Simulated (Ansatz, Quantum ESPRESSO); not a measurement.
# Ni (111), fcc: a film clamped to its substrate

A thin film takes the in-plane lattice of its substrate and is free along the normal. How do the free axis and the stress follow the misfit? The strained cell has c along the film normal; unstrained it is a = 2.4486 Å, b = 2.4486 Å, c = 5.9979 Å, α = 90.00°, β = 90.00°, γ = 120.00°, with 3 atoms.

Calculated with Quantum ESPRESSO 7.5, PBEsol, GBRV 1.5 ultrasoft potentials, cutoff 680 eV, Fermi–Dirac smearing 0.05 eV, k-mesh 20×20×7, ferromagnetic start, no spin-orbit coupling.

Relaxed positions at 0 %:

```csv
atom,x,y,z
Ni,0.0000,0.0000,0.0000
Ni,0.3333,0.6667,0.3333
Ni,0.6667,0.3333,0.6667
```

```
ε∥ (%)   a (Å)   c (Å)  ε⊥ (%)  σ (GPa, tension positive)
    −3  2.3752  6.1082   1.840                     −17.69
    −2  2.3997  6.0716   1.230                     −11.10
    −1  2.4241  6.0352   0.623                      −5.23
     0  2.4486  5.9991   0.020                      −0.14
     1  2.4731  5.9638  −0.569                       4.56
     3  2.5221  5.8928  −1.752                      12.14
```

**Question.** Fit both responses and give the free strain and the stress at +2 %, a row left out above.

Least squares with y = y0 + y1 ε + y2 ε² (ε in %) gives ε⊥ = 0.023 + (−0.5985) ε + (0.0024) ε² and σ = −0.06 + (4.957) ε + (−0.300) ε² GPa. The linear terms put the ratio of free to applied strain at −0.598 and the biaxial modulus at 496 GPa.

At +2 % the free strain comes out as −1.164 %. The run itself gives −1.158 %, so the estimate misses by 0.006 %; the fitted rows themselves lie up to 0.004 % off the law.

The stress comes out as 8.66 GPa. The run itself gives 8.63 GPa, so the estimate misses by 0.03 GPa; the fitted rows themselves lie up to 0.09 GPa off the law.

The negative ε² term means that the crystal stiffens in compression and softens in tension.

The same fit over all rows at other levels or in other programs gives the strain ratio = −0.598 with PBEsol (Ansatz).

[Logs are printed without paths, hosts, clocks, repeated set-up lines and the standing remarks that a program may print on its own settings, such as how far it seeks lower states.]
